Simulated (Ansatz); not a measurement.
# Phonons of K2Pt (Fm-3m) against volume, part 3 of 3

Aim: how the phonons of K2Pt (Fm-3m) shift with volume, and the thermal expansion that follows.

Ansatz 0.2.0; DFT PBEsol, scalar-relativistic, plane waves, PAW; PAW set soft_1.

So far, highest frequency on the path or at a solved wavevector (cm⁻¹): step 2 (phonons on a q mesh) 152; step 4 (phonons at the other volume, volume ratio 0.97) 156; step 6 (phonons at the other volume, volume ratio 1.03) 147.

## 7. Grüneisen parameters

The Grüneisen parameter of a mode is minus the logarithmic change of its frequency with volume, −d ln ω / d ln V; weighted by heat capacity it gives the expansion.

This step gave:

```
bulk modulus : 16.9 GPa
```

The phonon branches at the labelled points (cm⁻¹):

| point | branch 1 | branch 2 | branch 3 | branch 4 | branch 5 | branch 6 | branch 7 | branch 8 | branch 9 |
| --- | --- | --- | --- | --- | --- | --- | --- | --- | --- |
| Γ | 0 | 0 | 0 | 93 | 93 | 118 | 118 | 118 | 121 |
| halfway | 27 | 27 | 48 | 85 | 85 | 95 | 122 | 122 | 135 |
| X | 46 | 46 | 62 | 62 | 73 | 73 | 125 | 125 | 152 |
| halfway | 45 | 49 | 60 | 63 | 75 | 76 | 124 | 124 | 149 |
| U | 44 | 54 | 56 | 67 | 81 | 82 | 120 | 123 | 144 |
| jump to K | 44 | 54 | 56 | 67 | 81 | 82 | 120 | 123 | 144 |
| halfway | 30 | 31 | 49 | 84 | 103 | 106 | 108 | 118 | 128 |
| Γ | 0 | 0 | 0 | 93 | 93 | 118 | 118 | 118 | 121 |
| halfway | 25 | 25 | 43 | 96 | 96 | 110 | 114 | 114 | 124 |
| L | 35 | 35 | 63 | 104 | 104 | 104 | 104 | 104 | 123 |
| halfway | 40 | 45 | 61 | 80 | 83 | 104 | 105 | 125 | 134 |
| W | 49 | 55 | 55 | 66 | 69 | 103 | 103 | 134 | 140 |
| halfway | 48 | 49 | 60 | 63 | 72 | 83 | 119 | 128 | 147 |
| X | 46 | 46 | 62 | 62 | 73 | 73 | 125 | 125 | 152 |

The same for volume x 0.97:

| point | branch 1 | branch 2 | branch 3 | branch 4 | branch 5 | branch 6 | branch 7 | branch 8 | branch 9 |
| --- | --- | --- | --- | --- | --- | --- | --- | --- | --- |
| Γ | 0 | 0 | 0 | 98 | 98 | 123 | 123 | 123 | 125 |
| X | 47 | 47 | 64 | 66 | 78 | 78 | 130 | 130 | 156 |
| U | 44 | 56 | 57 | 71 | 86 | 88 | 126 | 128 | 148 |
| K | 44 | 56 | 57 | 71 | 86 | 88 | 126 | 128 | 148 |
| Γ | 0 | 0 | 0 | 98 | 98 | 123 | 123 | 123 | 125 |
| L | 34 | 34 | 65 | 109 | 109 | 109 | 110 | 110 | 127 |
| W | 50 | 56 | 56 | 70 | 74 | 108 | 108 | 139 | 144 |
| X | 47 | 47 | 64 | 66 | 78 | 78 | 130 | 130 | 156 |

The same for volume x 1.03:

| point | branch 1 | branch 2 | branch 3 | branch 4 | branch 5 | branch 6 | branch 7 | branch 8 | branch 9 |
| --- | --- | --- | --- | --- | --- | --- | --- | --- | --- |
| Γ | 0 | 0 | 0 | 88 | 88 | 114 | 114 | 114 | 118 |
| X | 45 | 45 | 57 | 61 | 68 | 68 | 120 | 120 | 147 |
| U | 43 | 53 | 54 | 63 | 77 | 77 | 115 | 118 | 139 |
| K | 43 | 53 | 54 | 63 | 77 | 77 | 115 | 118 | 139 |
| Γ | 0 | 0 | 0 | 88 | 88 | 114 | 114 | 114 | 118 |
| L | 35 | 35 | 61 | 99 | 99 | 100 | 100 | 100 | 118 |
| W | 48 | 54 | 54 | 62 | 64 | 98 | 98 | 128 | 135 |
| X | 45 | 45 | 57 | 61 | 68 | 68 | 120 | 120 | 147 |

The first set of phonon branches as a text plot (rows in cm⁻¹):

```
    153 |           ***                                        **
    147 |        ***   ****                                 ***
    140 |       *          *                            ****
    134 |    ***            ****                     *******
    127 |   *     ******        ****        ***    ** **    *****
    120 |*********     **********   ********   **** **        **
    114 |  *                ***  ****    *****     *        **
    107 |   *                  ***          ***********    *
    101 |    **              *****            *** * ********
     94 |***   *            ***   ************     **
     88 |   *****          *     ***                **      **
     81 |       **       **    **                    ***      *
     75 |        ********   ***                        **     ***
     68 |         **     ***                            ******
     62 |         *******                      *********    *****
     55 |       **       *******              *         *****
     49 |      *     ****  **   *            *         **********
     42 |    **   ***  ********  *          *       *****
     36 |   *   **           ***  **       *   *******
     29 |      *                **        *  **
     23 |  * **                  ****      **
     16 |   *                     ***    **
     10 | **                        **  **
      3 |**                          ****
         Γ           X  U|K            Γ         L        W     X
```

Mode Grueneisen parameter -dln(w)/dln(V), modes matched by rank; at Γ the acoustic branches take the value of a neighbouring point of the path. The mode Grüneisen parameters at the labelled points ():

| point | branch 1 | branch 2 | branch 3 | branch 4 | branch 5 | branch 6 | branch 7 | branch 8 | branch 9 |
| --- | --- | --- | --- | --- | --- | --- | --- | --- | --- |
| Γ | 0.31 | 0.31 | 0.99 | 1.80 | 1.80 | 1.21 | 1.21 | 1.21 | 1.00 |
| halfway | 0.55 | 0.55 | 0.96 | 1.85 | 1.85 | 1.44 | 1.33 | 1.33 | 1.01 |
| X | 0.43 | 0.43 | 1.89 | 1.39 | 2.19 | 2.19 | 1.43 | 1.43 | 1.01 |
| halfway | 0.40 | 0.55 | 1.28 | 1.89 | 2.12 | 2.20 | 1.44 | 1.41 | 1.03 |
| U | 0.34 | 0.77 | 0.99 | 1.92 | 1.90 | 2.13 | 1.48 | 1.38 | 1.07 |
| jump to K | 0.34 | 0.77 | 0.99 | 1.92 | 1.90 | 2.13 | 1.48 | 1.38 | 1.07 |
| halfway | 0.61 | 0.11 | 1.13 | 1.82 | 1.66 | 1.37 | 1.45 | 1.20 | 1.15 |
| Γ | 0.29 | -0.23 | 1.29 | 1.80 | 1.80 | 1.21 | 1.21 | 1.21 | 1.00 |
| halfway | -0.13 | -0.13 | 1.31 | 1.76 | 1.76 | 1.23 | 1.31 | 1.31 | 1.11 |
| L | -0.10 | -0.10 | 1.08 | 1.54 | 1.54 | 1.44 | 1.57 | 1.57 | 1.17 |
| halfway | 0.29 | 0.41 | 1.02 | 1.70 | 2.00 | 1.64 | 1.55 | 1.35 | 1.11 |
| W | 0.71 | 0.61 | 0.61 | 2.12 | 2.40 | 1.69 | 1.69 | 1.32 | 1.06 |
| halfway | 0.60 | 0.48 | 0.78 | 2.29 | 2.24 | 2.02 | 1.49 | 1.37 | 1.04 |
| X | 0.43 | 0.43 | 1.89 | 1.39 | 2.19 | 2.19 | 1.43 | 1.43 | 1.01 |

The mode Grüneisen parameters as a text plot (rows in , shown from -0.2 to 2.3 only):

```
   2.23 |            ****                               *   *****
   2.13 |           *  * **                            *  **  **
   2.03 |         ***   *  *                          *  *    *
   1.93 |       **   * **** *                        *       *
   1.82 |******* *    *    ***************          *   *   *   *
   1.72 |                  * **  ****     *****    *  ** ***
   1.62 |       *           *****              ** ******** *   *
   1.52 |             *  ******                 *******     **  *
   1.42 |      *************   **       * *   ********        ***
   1.32 |   ****       *    ***  *** *** * ****       ********
   1.22 |****                  ************** * **
   1.11 |           *   * ***********    ***************** **
   1.01 |******************  **      ****          ****   *  ****
   0.91 |      * ***       **                          **
   0.81 |                 ** **
   0.71 |                *     *                         *****
   0.61 |       **      *       **                      ******
   0.51 |    ***  ***  *          **                   **   ****
   0.40 |   *        ****           *                 **      ***
   0.30 |***             ***         ***             **
   0.20 |                   *                       **
   0.10 |                    ****                   *
   0.00 |                               *          *
  -0.10 |                        *       ***** ****
         Γ           X  U|K            Γ         L        W     X
```

(dS/dlnV)/C_V. The thermodynamic Grueneisen parameter by temperature:

| temperature (K) | thermodynamic Grueneisen parameter |
| --- | --- |
| 50 | 1.13 |
| 100 | 1.20 |
| 150 | 1.21 |
| 200 | 1.22 |
| 250 | 1.22 |
| 300 | 1.22 |
| 350 | 1.22 |
| 400 | 1.22 |
| 450 | 1.22 |
| 500 | 1.22 |
| 550 | 1.22 |
| 600 | 1.22 |
| 650 | 1.22 |
| 700 | 1.22 |
| 750 | 1.22 |
| 800 | 1.22 |
| 850 | 1.22 |
| 900 | 1.22 |
| 950 | 1.22 |
| 1000 | 1.22 |

Gamma C_V/(B V) at the static volume. The volume expansion by temperature:

| temperature (K) | volume expansion (1e-6/K) |
| --- | --- |
| 50 | 49.2 |
| 100 | 73.7 |
| 150 | 80.2 |
| 200 | 82.8 |
| 250 | 83.9 |
| 300 | 84.6 |
| 350 | 85.0 |
| 400 | 85.2 |
| 450 | 85.4 |
| 500 | 85.6 |
| 550 | 85.7 |
| 600 | 85.7 |
| 650 | 85.8 |
| 700 | 85.9 |
| 750 | 85.9 |
| 800 | 85.9 |
| 850 | 85.9 |
| 900 | 85.9 |
| 950 | 86.0 |
| 1000 | 86.0 |

## 8. Outcome

```
bulk modulus                               : 16.9 GPa
gap deformation potential                  : -1.80 eV
thermodynamic Grüneisen parameter at 300 K : 1.221
volume expansion at 300 K, estimated       : 84.59 × 10⁻⁶ K⁻¹
```

In words: By this estimate the volume grows by 84.6 × 10⁻⁶ per kelvin at 300 K. Without the field, the highest optical mode at Γ goes from 123 to 114 cm⁻¹ as the cell grows, a Grüneisen parameter of 1.21. Mode parameters on the path run from -0.24 to 2.4, with a median of 1.3. Modes with negative values stiffen as the cell grows and pull against the expansion. Branches are matched by rank, so values near crossings are rough. The expansion is the Grüneisen estimate at the static volume, with the static bulk modulus. The program warns that the interpolation holds no quadrupole term, so branches close to Γ can be off in this crystal. Spin-orbit coupling is left out, which can matter for the heavy elements here. The PAW files were made for PBE and serve the other functionals too.

[Logs are printed without paths, hosts, clocks, repeated set-up lines and the standing remarks that a program may print on its own settings, such as how far it seeks lower states.]

[Hosts, paths, dates, database ids (printed as entryN), source tags and the programs' standing remarks are cut or masked in the printed files.]
